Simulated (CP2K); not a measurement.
2-nitrosooxazole has these distinct O atoms: O1 (bonded to N) and O7 (bonded to 2 C).

```xyz
9

O     2.9057    0.4423   -0.5031
N     2.1944   -0.5570   -0.3353
C     0.8252   -0.3018   -0.1197
N    -0.0694   -1.2584    0.0379
C    -1.2576   -0.5934    0.2121
C    -1.0334    0.7636    0.1552
O     0.2933    0.9791   -0.0558
H    -2.1953   -1.1166    0.3672
H    -1.6629    1.6422    0.2416
```

Their partial O K spectra (CP2K XAS_TDP, all-electron GAPW, PBEh(45%), aug-cc-pVDZ, TDA, GW2X-corrected core level, no relativity) are given in random order, each times the number of alike atoms.

Gaussian full width 0.5 eV, oscillator strength per eV, alike atoms added, rows of zeros left out:

| E (eV) | curve 1 | curve 2 |
| --- | --- | --- |
| 529.75 | 0.010 | 0.000 |
| 530.00 | 0.060 | 0.000 |
| 530.25 | 0.093 | 0.000 |
| 530.50 | 0.036 | 0.000 |
| 530.75 | 0.003 | 0.000 |
| 533.75 | 0.000 | 0.008 |
| 534.00 | 0.000 | 0.032 |
| 534.25 | 0.000 | 0.034 |
| 534.50 | 0.000 | 0.009 |
| 534.75 | 0.000 | 0.001 |
| 537.25 | 0.000 | 0.005 |
| 537.50 | 0.000 | 0.016 |
| 537.75 | 0.001 | 0.013 |
| 538.00 | 0.002 | 0.003 |
| 538.25 | 0.002 | 0.006 |
| 538.50 | 0.001 | 0.014 |
| 538.75 | 0.000 | 0.010 |
| 539.00 | 0.001 | 0.020 |
| 539.25 | 0.004 | 0.072 |
| 539.50 | 0.019 | 0.090 |
| 539.75 | 0.030 | 0.035 |
| 540.00 | 0.022 | 0.008 |
| 540.25 | 0.024 | 0.003 |
| 540.50 | 0.046 | 0.003 |
| 540.75 | 0.042 | 0.014 |
| 541.00 | 0.016 | 0.022 |
| 541.25 | 0.005 | 0.015 |
| 541.50 | 0.012 | 0.010 |
| 541.75 | 0.018 | 0.006 |
| 542.00 | 0.012 | 0.003 |
| 542.25 | 0.008 | 0.002 |
| 542.50 | 0.009 | 0.002 |
| 542.75 | 0.007 | 0.001 |
| 543.00 | 0.005 | 0.001 |
| 543.25 | 0.004 | 0.001 |
| 543.50 | 0.006 | 0.004 |
| 543.75 | 0.004 | 0.008 |
| 544.00 | 0.001 | 0.006 |

Which curve belongs to which atom?

Curve 1: O1 (bonded to N), leading line at 530.20 eV (f = 0.051 an atom), ionisation energy 539.91 eV, term value 9.71 eV. Curve 2: O7 (bonded to 2 C), leading line at 534.13 eV (f = 0.021 an atom), ionisation energy 540.90 eV, term value 6.77 eV. The leading line of an atom is its first one with 35 % of the strongest within 2.5 eV of its lowest line over the strength cut. A line lies at the core ionisation energy, which rises as an atom loses charge to its neighbours or to a π system, less the term value, which is large for a low π* or σ* orbital with weight on that atom.

[Banner, clock and machine lines of the logs are left out without a mark of their own.]

[Logs are printed without paths, hosts, clocks, repeated set-up lines and the standing remarks that a program may print on its own settings, such as how far it seeks lower states.]

[Hosts, paths, dates, database ids (printed as entryN), source tags and the programs' standing remarks are cut or masked in the printed files.]
